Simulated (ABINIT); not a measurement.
## Te (P3_121): one start, several treatments of the self-energy

Aim: compare treatments of exchange, screening and correlation for the gap of Te (P3_121).

Calculated with ABINIT 10.8.3; PBE and many-body steps on it, plane waves.

**1. The starting structure**

The structure is trigonal, space group P3_121 (No. 152). Conventional cell: a = 4.457 Å, b = 4.457 Å, c = 5.929 Å, α = 90.00°, β = 90.00°, γ = 120.00°. Nearest to Te lie 2 Te at 2.84 Å.

The cell and positions come from the Crystallography Open Database and are kept as given unless a step says otherwise. Spin-orbit coupling is left out unless a step names it.

**2. Empty states on the mesh, 3×3×2 mesh, 157 bands**

This step: ABINIT 10.8.3; DFT, PBE, plane waves, norm-conserving pseudopotentials.

The sums over transitions need many empty states on a uniform mesh; this step solves for them.

File run.abi:

```
acell 3*1.0 Angstrom
rprim 
  4.457199999972 0.000000000006 0.000000000000
  -2.228599999992 3.860048429721 0.000000000000
  0.000000000000 0.000000000000 5.929000000000
ntypat 1
znucl 52
natom 3
typat 1 1 1
xred 
  0.263300000000 0.000000000000 0.333333333333
  0.000000000000 0.263300000000 0.666666666667
  0.736700000000 0.736700000000 -0.000000000000
pp_dirpath "pseudos"
pseudos "Te.upf"
ecut 39
ngkpt 3 3 2
nshiftk 1
shiftk 0 0 0
kptopt 1
chksymbreak 0
iscf -2
irdden 1
istwfk *1
nband 157
nbdbuf 14
tolwfr 1e-09
nstep 60
prtvol 0
indata_prefix "in"
outdata_prefix "out"
tmpdata_prefix "tmp"
```

Run with:

```sh
OMP_NUM_THREADS=1 mpirun -n 4 abinit run.abi > log
```

Numbers of over 12 decimals in the logs are rounded to 6 here.

Output:

```text
.Version 10.8.3 of ABINIT. v10.8.2 released Aug 2026.

 Symmetries : space group P3_1 2 1 (#152); Bravais hP (primitive hexag.)
[... echo of the input left out ...]
== DATASET  1 ==================================================================
-   mpi_nproc: 4, omp_nthreads: 1 (-1 if OMP is not activated)

--- !DatasetInfo
iteration_state: {dtset: 1, }
dimensions: {natom: 3, nkpt: 6, mband: 157, nsppol: 1, nspinor: 1, nspden: 1, mpw: 8029, }
cutoff_energies: {ecut:  39.0, pawecutdg:  -1.0, }
[...]
1.92726    1.94562    1.95838    1.97667    1.97667    1.98269    2.01508    2.01508
   2.04669    2.07049    2.10038    2.10038    2.16133    2.16133    2.17883    2.19544
   2.19544    2.21524    2.21524    2.22320    2.27233
 prteigrs : prtvol=0 or 1, do not print more k-points.

== END DATASET(S) ==============================================================
================================================================================

 -outvars: echo values of variables after computation  --------
            nband         157
             nkpt           6
          spgroup         152
 [... the other variables as echoed above ...]

 Calculation completed.
```

Run time: 97 s. Hardware: 4 MPI ranks of Intel Xeon Platinum 8375C at 2.90GHz (Ice Lake), shared host; peak memory 0.48 GiB; 6.5 min of CPU time.

Numbers from this step:

* gap: 0.1818 eV
* k of the valence top: 0.3333, 0.3333, 0.5
* k of the conduction bottom: 0.3333, 0.3333, 0.5
* least direct gap: 0.1818 eV
* k points computed: 6
* lowest point of the top converged band, above the valence top: 48.04 eV

On this mesh the gap is 0.182 eV.

The density comes from a self-consistent run that is not shown.

**3. Screening, 3×3×2 mesh, 143 bands, screening to 122.5 eV**

The RPA dielectric matrix is built and inverted for each q.

This step: RPA screening on PBE, plane waves, norm-conserving pseudopotentials.

Changes to run.abi since step 2:

```diff
@@ -21,10 +21,11 @@
 chksymbreak 0
-iscf -2
-irdden 1
 istwfk *1
-nband 157
-nbdbuf 14
-tolwfr 1e-09
-nstep 60
-prtvol 0
+occopt 1
+irdwfk 1
+optdriver 3
+nband 143
+ecuteps 4.5
+inclvkb 2
+awtr 1
+symchi 1
 indata_prefix "in"
```

Output:

```text
.Version 10.8.3 of ABINIT. v10.8.2 released Aug 2026.

 Symmetries : space group P3_1 2 1 (#152); Bravais hP (primitive hexag.)
[... echo of the input left out ...]
== DATASET  1 ==================================================================
-   mpi_nproc: 4, omp_nthreads: 1 (-1 if OMP is not activated)

--- !DatasetInfo
iteration_state: {dtset: 1, }
dimensions: {natom: 3, nkpt: 6, mband: 143, nsppol: 1, nspinor: 1, nspden: 1, mpw: 8029, }
cutoff_energies: {ecut:  39.0, pawecutdg:  -1.0, }
electrons: {nelect:   7.20000000E+01, charge:   0.00000000E+00, occopt:   1.00000000E+00, tsmear:   1.00000000E-02, }

 SCREENING: Calculation of the susceptibility and dielectric matrices

 Based on a program developped by R.W. Godby, V. Olevano, G. Onida, and L. Reining.
 Incorporated in ABINIT by V. Olevano, G.-M. Rignanese, and M. Torrent.
.Using double precision arithmetic ; gwpc =  8

[... cell and pseudopotentials left out ...]
--------------------------------------------------------------------------------

 ==== K-mesh for the wavefunctions ====
 Number of points in the irreducible wedge :     6
[... list of points left out ...]
 Together with  6 symmetry operations and time-reversal symmetry
 yields    18 points in the full Brillouin Zone.

 ==== Q-mesh for the screening function ====
 Number of points in the irreducible wedge :     6
[... list of points left out ...]
 Together with  6 symmetry operations and time-reversal symmetry
 yields    18 points in the full Brillouin Zone.

 setmesh: FFT mesh size selected  =    27x   27x   45
          total number of points  =        32805

 vcoul_init : cutoff-mode = AUXILIARY_FUNCTION
 q-points for optical limit:   1
     1)      0.000010    0.000020    0.000030

- screening: taking advantage of time-reversal symmetry
- Maximum band index for partially occupied states nbvw = 36
- Remaining bands to be divided among processors   nbcw = 107
- Number of bands treated by each node ~26

 Number of electrons calculated from density =   72.0000; Expected =   72.0000
 average of density, n =  0.104592
 r_s =    1.3167
 omega_plasma =   31.1965 [eV]

 calculating chi0 at frequencies [eV] :
  1    0.000000E+00    0.000000E+00
  2    0.000000E+00    3.119646E+01

--------------------------------------------------------------------------------
  q-point number  1        q = ( 0.000000, 0.000000, 0.000000) [r.l.u.]
--------------------------------------------------------------------------------
[... chi0 elements left out ...]
 For q-point:  0.000010 0.000020 0.000030
  dielectric constant =   1.40323E+03
  dielectric constant without local fields =   1.74708E+03

  Average fulfillment of the sum rule on Im[epsilon] for q-point    1 :     55.92  [%]
[... wings left out ...]
  q-point number  2        q = ( 0.333333, 0.000000, 0.000000) [r.l.u.]
--------------------------------------------------------------------------------
[... chi0 elements left out ...]
  Average fulfillment of the sum rule on Im[epsilon] for q-point    2 :     61.86  [%]

 [... 4 further q-points ...]
```

The job ended after 72 s (4 MPI ranks; peak memory 1.4 GiB; 4.8 min of CPU time).

Numbers from this step:

| Quantity | Value |
| --- | --- |
| ε∞ with local fields, on this mesh, along the program's q direction | 1403 |
| the same without local fields | 1747 |
| plasma frequency | 31.20 eV |
| plane waves in the screening matrix | 305 |

Local fields lower ε∞ by 20 %. The value itself is an artefact of the mesh, where one narrow direct gap carries too much weight.

**4. G0W0, Godby-Needs plasmon pole**

The self-energy is evaluated for the states that the input lists, and the levels follow from it, in one-shot runs by the linearised quasiparticle equation.

This step: G0W0 on PBE, plane waves, norm-conserving pseudopotentials.

Changes to run.abi since step 3:

```diff
@@ -24,8 +24,17 @@
 irdwfk 1
-optdriver 3
+optdriver 4
 nband 143
+gwcalctyp 0
+ecutsigx 39
+symsigma 1
+nkptgw 2
+kptgw 
+  0.3333333333 0.3333333333 0.5000000000
+  0.0000000000 0.0000000000 0.0000000000
+bdgw 
+  35 39
+  34 38
 ecuteps 4.5
-inclvkb 2
-awtr 1
-symchi 1
+irdscr 1
+ppmodel 1
 indata_prefix "in"
```

Output:

```text
.Version 10.8.3 of ABINIT. v10.8.2 released Aug 2026.

 Symmetries : space group P3_1 2 1 (#152); Bravais hP (primitive hexag.)
[... echo of the input left out ...]
== DATASET  1 ==================================================================
-   mpi_nproc: 4, omp_nthreads: 1 (-1 if OMP is not activated)

--- !DatasetInfo
iteration_state: {dtset: 1, }
dimensions: {natom: 3, nkpt: 6, mband: 143, nsppol: 1, nspinor: 1, nspden: 1, mpw: 8029, }
cutoff_energies: {ecut:  39.0, pawecutdg:  -1.0, }
electrons: {nelect:   7.20000000E+01, charge:   0.00000000E+00, occopt:   1.00000000E+00, tsmear:   1.00000000E-02, }

 SIGMA: Calculation of the GW corrections

 Based on a program developped by R.W. Godby, V. Olevano, G. Onida, and L. Reining.
 Incorporated in ABINIT by V. Olevano, G.-M. Rignanese, and M. Torrent.
.Using double precision arithmetic ; gwpc =  8

[... cell and pseudopotentials left out ...]
--------------------------------------------------------------------------------

 ==== K-mesh for the wavefunctions ====
 Number of points in the irreducible wedge :     6
[... list of points left out ...]
 Together with  6 symmetry operations and time-reversal symmetry
 yields    18 points in the full Brillouin Zone.

 ==== Q-mesh for screening function ====
 Number of points in the irreducible wedge :     6
[... list of points left out ...]
 Together with  6 symmetry operations and time-reversal symmetry
 yields    18 points in the full Brillouin Zone.

 vcoul_init : cutoff-mode = AUXILIARY_FUNCTION
 q-points for optical limit:   1
     1)      0.000010    0.000020    0.000030
 setmesh: FFT mesh size selected  =    45x   45x   72
          total number of points  =       145800

 Number of electrons calculated from density =   72.0000; Expected =   72.0000
 average of density, n =  0.104592
 r_s =    1.3167
 omega_plasma =   31.1965 [eV]

 === KS Band Gaps ===
  >>>> For spin  1
   Minimum direct gap =   0.1818 [eV], located at k-point      :   0.3333  0.3333  0.5000
   Fundamental gap    =   0.1818 [eV], Top of valence bands at :   0.3333  0.3333  0.5000
                                       Bottom of conduction at :   0.3333  0.3333  0.5000
 SIGMA fundamental parameters:
 PLASMON POLE MODEL  1
 number of plane-waves for SigmaX                 8029
 number of plane-waves for SigmaC and W            305
 number of plane-waves for wavefunctions          8029
 number of bands                                   143
 number of independent spin polarizations            1
 number of spinorial components                      1
 number of k-points in IBZ                           6
 number of q-points in IBZ                           6
 number of symmetry operations                       6
 number of k-points in BZ                           18
 number of q-points in BZ                           18
 number of frequencies for dSigma/dE                 9
 frequency step for dSigma/dE [eV]                0.25
 number of omega for Sigma on real axis              0
 max omega for Sigma on real axis  [eV]           0.00
 zcut for avoiding poles [eV]                     0.10

 EPSILON^-1 parameters (SCR file):
 dimension of the eps^-1 matrix on file            305
 dimension of the eps^-1 matrix used               305
 number of plane-waves for wavefunctions          8029
 number of bands                                   143
 number of q-points in IBZ                           6
 number of frequencies                               2
 number of real frequencies                          1
 number of imag frequencies                          1

 matrix elements of self-energy operator (all in [eV])

 Perturbative Calculation

--- !SelfEnergy_ee
iteration_state: {dtset: 1, }
kpoint     : [   0.333,    0.333,    0.500, ]
spin       : 1
KS_gap     :    0.182
QP_gap     :    0.430
Delta_QP_KS:    0.248
data: !SigmaeeData |
     Band     E0 <VxcDFT>   SigX SigC(E0)      Z dSigC/dE  Sig(E)    E-E0       E
       35   6.789 -13.358 -14.464   1.124   0.792  -0.263 -13.343   0.015   6.803
       36   6.789 -13.358 -14.464   1.124   0.792  -0.263 -13.343   0.015   6.803
       37   6.970 -12.734  -9.278  -3.125   0.794  -0.260 -12.471   0.263   7.233
       38   8.255 -12.751  -9.028  -3.369   0.793  -0.261 -12.470   0.281   8.536
       39   8.255 -12.751  -9.028  -3.369   0.793  -0.261 -12.470   0.281   8.536

--- !SelfEnergy_ee
iteration_state: {dtset: 1, }
kpoint     : [   0.000,    0.000,    0.000, ]
spin       : 1
KS_gap     :    1.788
QP_gap     :    2.199
Delta_QP_KS:    0.411
data: !SigmaeeData |
     Band     E0 <VxcDFT>   SigX SigC(E0)      Z dSigC/dE  Sig(E)    E-E0       E
       34   5.149 -12.231 -14.293   1.873   0.784  -0.275 -12.379  -0.148   5.001
       35   5.149 -12.231 -14.293   1.873   0.784  -0.275 -12.379  -0.148   5.001
       36   6.054 -12.584 -14.420   1.693   0.787  -0.270 -12.697  -0.113   5.941
       37   7.841 -13.079  -9.444  -3.257   0.790  -0.267 -12.781   0.298   8.140
       38   7.841 -13.079  -9.444  -3.257   0.790  -0.267 -12.781   0.298   8.140

== END DATASET(S) ==============================================================
================================================================================

 -outvars: echo values of variables after computation  --------
           etotal      0.0000000000E+00
            nband         143
             nkpt           6
          spgroup         152
 [... the other variables as echoed above ...]

 Calculation completed.
```

It took 15 s on 4 MPI ranks; peak memory 1.1 GiB; 58 s of CPU time.

This step gave:

- G0W0 gap on the points computed: 0.4300 eV
- starting gap on the mesh: 0.1818 eV
- k of the valence top: 0.3333, 0.3333, 0.5
- k of the conduction bottom: 0.3333, 0.3333, 0.5
- Z at the valence top: 0.792
- Z at the conduction bottom: 0.794
- least direct G0W0 gap on the computed points: 0.4300 eV

The gap on the mesh goes from 0.18 eV to 0.43 eV, a correction of +0.25 eV.

**5. G0W0, Hybertsen-Louie plasmon pole**

Changes to run.abi since step 4:

```diff
@@ -38,3 +38,3 @@
 irdscr 1
-ppmodel 1
+ppmodel 2
 indata_prefix "in"
```

Output:

```text
.Version 10.8.3 of ABINIT. v10.8.2 released Aug 2026.

 Symmetries : space group P3_1 2 1 (#152); Bravais hP (primitive hexag.)
[... echo of the input left out ...]
== DATASET  1 ==================================================================
-   mpi_nproc: 4, omp_nthreads: 1 (-1 if OMP is not activated)

--- !DatasetInfo
iteration_state: {dtset: 1, }
dimensions: {natom: 3, nkpt: 6, mband: 143, nsppol: 1, nspinor: 1, nspden: 1, mpw: 8029, }
cutoff_energies: {ecut:  39.0, pawecutdg:  -1.0, }
electrons: {nelect:   7.20000000E+01, charge:   0.00000000E+00, occopt:   1.00000000E+00, tsmear:   1.00000000E-02, }

 SIGMA: Calculation of the GW corrections

 Based on a program developped by R.W. Godby, V. Olevano, G. Onida, and L. Reining.
 Incorporated in ABINIT by V. Olevano, G.-M. Rignanese, and M. Torrent.
.Using double precision arithmetic ; gwpc =  8

[... cell and pseudopotentials left out ...]
--------------------------------------------------------------------------------

 ==== K-mesh for the wavefunctions ====
 Number of points in the irreducible wedge :     6
[... list of points left out ...]
 Together with  6 symmetry operations and time-reversal symmetry
 yields    18 points in the full Brillouin Zone.

 ==== Q-mesh for screening function ====
 Number of points in the irreducible wedge :     6
[... list of points left out ...]
 Together with  6 symmetry operations and time-reversal symmetry
 yields    18 points in the full Brillouin Zone.

 vcoul_init : cutoff-mode = AUXILIARY_FUNCTION
 q-points for optical limit:   1
     1)      0.000010    0.000020    0.000030
 setmesh: FFT mesh size selected  =    45x   45x   72
          total number of points  =       145800

 Number of electrons calculated from density =   72.0000; Expected =   72.0000
[...]
number of omega for Sigma on real axis              0
 max omega for Sigma on real axis  [eV]           0.00
 zcut for avoiding poles [eV]                     0.10

 EPSILON^-1 parameters (SCR file):
 dimension of the eps^-1 matrix on file            305
 dimension of the eps^-1 matrix used               305
 number of plane-waves for wavefunctions          8029
 number of bands                                   143
 number of q-points in IBZ                           6
 number of frequencies                               2
 number of real frequencies                          1
 number of imag frequencies                          1

 matrix elements of self-energy operator (all in [eV])

 Perturbative Calculation

--- !SelfEnergy_ee
iteration_state: {dtset: 1, }
kpoint     : [   0.333,    0.333,    0.500, ]
spin       : 1
KS_gap     :    0.182
QP_gap     :    0.404
Delta_QP_KS:    0.222
data: !SigmaeeData |
     Band     E0 <VxcDFT>   SigX SigC(E0)      Z dSigC/dE  Sig(E)    E-E0       E
       35   6.789 -13.358 -14.464   0.787   0.859  -0.164 -13.633  -0.274   6.514
       36   6.789 -13.358 -14.464   0.787   0.859  -0.164 -13.633  -0.274   6.514
       37   6.970 -12.734  -9.278  -3.517   0.860  -0.163 -12.787  -0.052   6.918
[...]
--- !SelfEnergy_ee
iteration_state: {dtset: 1, }
kpoint     : [   0.000,    0.000,    0.000, ]
spin       : 1
KS_gap     :    1.788
QP_gap     :    2.288
Delta_QP_KS:    0.501
data: !SigmaeeData |
     Band     E0 <VxcDFT>   SigX SigC(E0)      Z dSigC/dE  Sig(E)    E-E0       E
[...]
37   7.841 -13.079  -9.444  -3.591   0.859  -0.165 -13.041   0.038   7.880
       38   7.841 -13.079  -9.444  -3.591   0.859  -0.165 -13.041   0.038   7.880

== END DATASET(S) ==============================================================
================================================================================

 -outvars: echo values of variables after computation  --------
           etotal      0.0000000000E+00
            nband         143
             nkpt           6
          spgroup         152
 [... the other variables as echoed above ...]

 Calculation completed.
```

The job ended after 14 s (4 MPI ranks; peak memory 1.1 GiB).

This step gave:

* G0W0 gap on the points computed: 0.4040 eV
* starting gap on the mesh: 0.1818 eV
* k of the valence top: 0.3333, 0.3333, 0.5
* k of the conduction bottom: 0.3333, 0.3333, 0.5
* Z at the valence top: 0.859
* Z at the conduction bottom: 0.86
* least direct G0W0 gap on the computed points: 0.4040 eV

Against G0W0 in ABINIT (3×3×2 mesh, 143 bands, screening to 122.5 eV, Godby-Needs plasmon pole), the gap moves by −0.026 eV.

**6. G0W0, von der Linden-Horsch plasmon pole**

Changes to run.abi since step 5:

```diff
@@ -38,3 +38,3 @@
 irdscr 1
-ppmodel 2
+ppmodel 3
 indata_prefix "in"
```

Output:

```text
.Version 10.8.3 of ABINIT. v10.8.2 released Aug 2026.

 Symmetries : space group P3_1 2 1 (#152); Bravais hP (primitive hexag.)
[... echo of the input left out ...]
== DATASET  1 ==================================================================
-   mpi_nproc: 4, omp_nthreads: 1 (-1 if OMP is not activated)

--- !DatasetInfo
iteration_state: {dtset: 1, }
dimensions: {natom: 3, nkpt: 6, mband: 143, nsppol: 1, nspinor: 1, nspden: 1, mpw: 8029, }
cutoff_energies: {ecut:  39.0, pawecutdg:  -1.0, }
[...]
Band     E0 <VxcDFT>   SigX SigC(E0)      Z dSigC/dE  Sig(E)    E-E0       E
[...]
37   7.841 -13.079  -9.444  -3.676   0.865  -0.156 -13.115  -0.036   7.806
       38   7.841 -13.079  -9.444  -3.676   0.865  -0.156 -13.115  -0.036   7.806

== END DATASET(S) ==============================================================
================================================================================

 -outvars: echo values of variables after computation  --------
           etotal      0.0000000000E+00
            nband         143
             nkpt           6
          spgroup         152
 [... the other variables as echoed above ...]

 Calculation completed.
```

Elapsed: 9.5 s, on 4 MPI ranks; peak memory 1 GiB.

Numbers from this step:

```yaml
g0w0_gap_on_the_points_computed: 0.4420 eV
starting_gap_on_the_mesh: 0.1818 eV
k_of_the_valence_top: 0.3333, 0.3333, 0.5
k_of_the_conduction_bottom: 0.3333, 0.3333, 0.5
least_direct_g0w0_gap_on_the_computed_points: 0.4420 eV
```

Against G0W0 in ABINIT (3×3×2 mesh, 143 bands, screening to 122.5 eV, Godby-Needs plasmon pole), the gap moves by +0.012 eV.

(Continued in part 2 of 2.)

[Paths, hosts, dates, memory and timing lines, banners, echoed tables and standing remarks are left out of the program output.]

[Logs are printed without paths, hosts, clocks, repeated set-up lines and the standing remarks that a program may print on its own settings, such as how far it seeks lower states.]

[Runs of the session that timed out or met a known fault of the program may be left out.]

[Hosts, paths, dates, database ids (printed as entryN), source tags and the programs' standing remarks are cut or masked in the printed files.]

[G0W0 gaps are taken among the corrected bands and points alone; a level outside them can change the order at an edge.]

[Where Ansatz stands beside ABINIT at settings called matched, ABINIT's density can come from a denser mesh and the files from another edition; pairs whose starting gaps differed by over 0.03 eV were left out, so agreement reads better than it is.]
